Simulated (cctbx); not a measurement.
# Lattice, Laue class and space group of a new crystal

Cell: a = 13.4990 Å, b = 10.3740 Å, c = 6.3910 Å, α = 90.00°, β = 117.12°, γ = 90.00°. Expected content of the cell: Tm8 Sn8 Pd12 Ge12.

Simulated single-crystal data (cctbx): Mo Kα, λ = 0.71073 Å, to d = 0.7 Å, 80 % of the full sphere, strongest reflection 5000 counts, noise from counting, a 3 % proportional error and a noise floor of 2 counts (s.d.); no absorption.

A first pass over the reflections prints:

```text
7751 reflections to d = 0.700 A
centring   violations  <I/sigma> of those
    A       1292 of  3850      3.5
    B       1292 of  3866      3.5
    C          0 of  3864     -0.0
    I       1068 of  3818      3.0
    R       1611 of  5184      3.6
    F       1292 of  5790      2.3
Laue class    unique    Rint  (classes that these axes allow; Friedel mates merged)
C 1 2/m 1        1277   0.051
space group    extra absences  I>4sigma  <I/sigma>
C 1 2 1                 0          0         -  acentric
C 1 m 1                 0          0         -  acentric
C 1 c 1                92          0       0.0  acentric
C 1 n 1                92          0       0.0  acentric
C 1 2/m 1               0          0         -  centric
C 1 2/c 1              92          0       0.0  centric
C 1 2/n 1              92          0       0.0  centric
Wilson B = 0.30 A^2   <|E^2-1|> = 1.016 (0.968 centric, 0.736 acentric)   E^2>4: 5.1 %
shell (A)         n   <I/sigma>
 7.85 - 1.40    168     12.0
 1.40 - 1.11    164     12.8
 1.11 - 0.97    156     13.9
 0.97 - 0.88    156      8.2
 0.88 - 0.82    164     11.9
 0.82 - 0.77    141     11.4
 0.77 - 0.73    167     10.2
 0.73 - 0.70    161      8.5
```

**Question.** What are the lattice type, the Laue class and the likely space group?

The reflections that C centring forbids are absent (⟨I/σ⟩ near 0), so the lattice is C.

Only C 1 2/m 1 fits these axes (Rint 0.051); a search for a hidden higher lattice was not made.

7 settings pass the absence test. The most absences obeyed, 92, belong to C 1 c 1, C 1 n 1, C 1 2/c 1 and C 1 2/n 1, which absences can't tell apart.

⟨|E²−1|⟩ = 1.016 leans to a centrosymmetric structure. The Wilson B of 0.30 Å² means U ≈ 0.0038 Å².

The true group is C2/c (no. 15), Laue class 2/m, centrosymmetric. The tables only narrow the choice to the tied entries; cell content, site symmetry and trial solutions must settle it.

The model was made for the exercise: a known structure type with other elements put in, its volume estimated, not relaxed; displacement parameters are assumed.

[Logs are printed without paths, hosts, clocks, repeated set-up lines and the standing remarks that a program may print on its own settings, such as how far it seeks lower states.]
